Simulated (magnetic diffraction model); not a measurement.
## Hf2Mn3Cu9Sb7: what an assumed order does to the neutron pattern

Space group P-6 (no. 174), a = 10.2900 Å, c = 4.1370 Å.

```
site  atom       x       y    z
  1b    Hf       0       0  1/2
  1e    Hf     2/3     1/3    0
  1c    Sb     1/3     2/3    0
  3k    Sb  0.9229  0.3779  1/2
  3j    Sb  0.0348  0.7897    0
  3k    Cu  0.9115  0.6267  1/2
  3j    Cu  0.0491  0.5447    0
  3j    Cu  0.2799  0.0380    0
  3k    Mn  0.2365  0.7864  1/2
```

This is a made-up structure (elements placed in a structure type, unrelaxed), so the numbers test the method and describe no known phase.

Only Mn is taken to order (form factors of Mn2+); orders and moment sizes are assumed, and not adapted to the symmetry. Radiation: neutrons of λ = 2.52 Å, 3° to 50°; isotropic B of 0.48 Å² (Hf), 0.41 Å² (Sb), 0.53 Å² (Cu) and 0.62 Å² (Mn). Simulated constant-wavelength pattern: nuclear and magnetic terms add, the magnetic one as |2.695 fm × Σ f S⊥ exp(2πi Q·r) exp(−B s²)|², summed over all Q at one angle with the factor 1/(sin²θ cos θ). For collinear order S is the moment m, which repeats by lattice and centring translations R with the sign exp(−2πi k·R). Free-ion form factors, Sears's scattering lengths of 1992, no absorption; a label names one of the reflections at its angle. The strongest nuclear line in the range is 100, and lines under 0.2 are left out.

Assume the order k = (0 0 1/2), collinear moments along [001], 1.04 μB on Mn; signs + at (0.2365, 0.7864, 1/2), − at (0.2136, 0.4501, 1/2), + at (0.5499, 0.7635, 1/2).

Predict the pattern, nuclear and magnetic parts apart.

```
2θ (°)      index  nuclear  magnetic
 16.26    (1 0 0)    100.0       0.0
 23.99  (1 0 1/2)      0.0       3.4
 28.35    (1 1 0)     21.1       0.0
 32.85    (2 0 0)     63.0       0.0
 33.52  (1 1 1/2)      0.0       3.3
 35.46    (0 0 1)     47.0       0.0
 37.47  (2 0 1/2)      0.0       2.1
 39.24    (1 0 1)     59.2       0.0
 43.94    (2 1 0)     45.6       0.0
 46.01    (1 1 1)     11.5       0.0
 47.64  (2 1 1/2)      0.0       2.4
 49.12    (2 0 1)     52.7       0.0
```

The strongest magnetic line in the range is (1 0 1/2) at 23.99° (3.4). On top of the Lorentz factor, which all lines share, magnetic lines fade with angle because f falls: for Mn2+ it is 0.90, 0.66, 0.41 and 0.12 at sin θ/λ = 0.1, 0.2, 0.3 and 0.5 Å⁻¹, while nuclear lengths stay constant. The order has no net moment.

[Logs are printed without paths, hosts, clocks, repeated set-up lines and the standing remarks that a program may print on its own settings, such as how far it seeks lower states.]
